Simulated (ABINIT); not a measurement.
# KI (Fm-3m): refractive index against wavelength

The refractive index of KI (Fm-3m) below the direct gap (3.96 eV on the mesh) is read from one computed spectrum, n = √(Re ε).

Symmetry: Fm-3m, No. 225, cubic system. Conventional cell: a = 7.066 Å, b = 7.066 Å, c = 7.066 Å, α = 90.00°, β = 90.00°, γ = 90.00°. I on site b has 6 K at 3.53 Å as nearest neighbours. K on site a is surrounded by 6 I at 3.53 Å.

Method: ABINIT 10.8.3, PBE, independent particles, k-mesh 9×9×9, Lorentzian half width 0.05 eV.

Launch of the response step: `optic optic.abi`. The run took 1.9 min, its band step included, on 4 threads of Intel(R) Xeon(R) Platinum 8488C (Sapphire Rapids), with other jobs on the host.

```
wavelength (nm)  photon energy E (eV)       n
           1310                 0.946  1.8085
           1064                 1.165  1.8144
            850                 1.459       ?
            700                 1.771  1.8385
            633                 1.959  1.8485
            532                 2.331  1.8730
            450                 2.755  1.9102
```

In the single-oscillator model n² − 1 = E₀E_d/(E₀² − E²), so 1/(n² − 1) = E₀/E_d − E²/(E₀E_d) is linear in E².

Working, on the rows shown:

| x = E² (eV²) | y = 1/(n² − 1) |
| --- | --- |
| 0.895757 | 0.440398 |
| 1.35784 | 0.436291 |
| 3.13716 | 0.420154 |
| 3.83641 | 0.413744 |
| 5.43137 | 0.398704 |
| 7.59115 | 0.37752 |

Means: x̄ = 3.7083, ȳ = 0.41447. Σ(x − x̄)(y − ȳ) = -0.2982, Σ(x − x̄)² = 31.82. Slope = -0.2982 / 31.82 = -0.00937; intercept = ȳ − slope · x̄ = 0.44922. Turned back into n, the line misses the rows shown by at most 0.001.

Q: Predict the last column of the withheld row from the fit.

A: At x = 2.1276 the line gives y = 0.42928, that is 1.8247. The run gave 1.8245, so the interpolation is off by 0.00019, 0.2 % of the range in the table.

Refitted with all rows, the slope is -0.009375 and the intercept 0.44925. These give E₀ = √(intercept/−slope) = 6.92 eV and E_d = E₀/intercept = 15.4 eV; E₀ is 1.7 times the direct gap. The electronic limit at long wavelengths, without lattice vibrations, is n = √(1 + 1/intercept) = 1.796. Excitons are left out and so are local fields; PBE gaps are as a rule too small. The values come from a sum over the points of one k-mesh and carry its error, which grows as the direct gap shrinks. Spin-orbit coupling is left out.

[Logs are printed without paths, hosts, clocks, repeated set-up lines and the standing remarks that a program may print on its own settings, such as how far it seeks lower states.]
